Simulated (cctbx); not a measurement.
# Lattice, Laue class and space group of a new crystal

Cell: a = 4.7640 Å, b = 4.7640 Å, c = 7.9530 Å, α = 90.00°, β = 90.00°, γ = 120.00°. Expected content of the cell: Pb1 Eu2 As2.

Simulated single-crystal data (cctbx): Mo Kα, λ = 0.71073 Å, to d = 0.84 Å, 50 % of the full sphere, strongest reflection 70000 counts, noise from counting, a 1.5 % proportional error and a noise floor of 8 counts (s.d.); no absorption.

Tests on the unmerged data give:

```text
543 reflections to d = 0.852 A
centring   violations  <I/sigma> of those
    A        253 of   269     36.6
    B        254 of   268     36.1
    C        255 of   267     35.2
    I        257 of   265     37.2
    R        345 of   374     28.4
    F        381 of   402     36.0
Laue class    unique    Rint  (classes that these axes allow; Friedel mates merged)
P -1              407   0.013
P 1 1 2/m         272   0.424
P -3              180   0.012
P -3 1 m          109   0.412
P -3 m 1          124   0.013
P 6/m             101   0.412
P 6/m m m          77   0.414
space group    extra absences  I>4sigma  <I/sigma>
P 3 2 1                 0          0         -  acentric
P 3 m 1                 0          0         -  acentric
P -3 m 1                0          0         -  centric
Wilson B = 1.38 A^2   <|E^2-1|> = 0.776 (0.968 centric, 0.736 acentric)   E^2>4: 0.8 %
shell (A)         n   <I/sigma>
 4.13 - 1.67     19     66.2
 1.67 - 1.34     16     73.7
 1.34 - 1.18     13     69.7
 1.18 - 1.07     17     66.0
 1.07 - 1.00     13     62.0
 1.00 - 0.94     15     65.3
 0.94 - 0.89     16     72.4
 0.89 - 0.85     15     63.2
```

Q: Read the symmetry from these tables.

Every centring test has many violations, so the lattice is primitive.

Rint stays low (0.012) up to P -3 m 1 and is 0.412 or more in the other classes.

3 settings pass the absence test. No glide or screw absences show, which leaves P 3 2 1, P 3 m 1 and P -3 m 1.

⟨|E²−1|⟩ = 0.776 leans to a non-centrosymmetric structure. Here that hint misleads: the statistic assumes many like atoms on general positions, and few, heavy or special-position atoms break it. The Wilson B of 1.38 Å² means U ≈ 0.0175 Å².

The true group is P-3m1 (no. 164), Laue class -3m, centrosymmetric. The tables only narrow the choice to the tied entries; cell content, site symmetry and trial solutions must settle it.

The model was made for the exercise: a known structure type with other elements put in, its volume estimated, not relaxed; displacement parameters are assumed.

[Logs are printed without paths, hosts, clocks, repeated set-up lines and the standing remarks that a program may print on its own settings, such as how far it seeks lower states.]
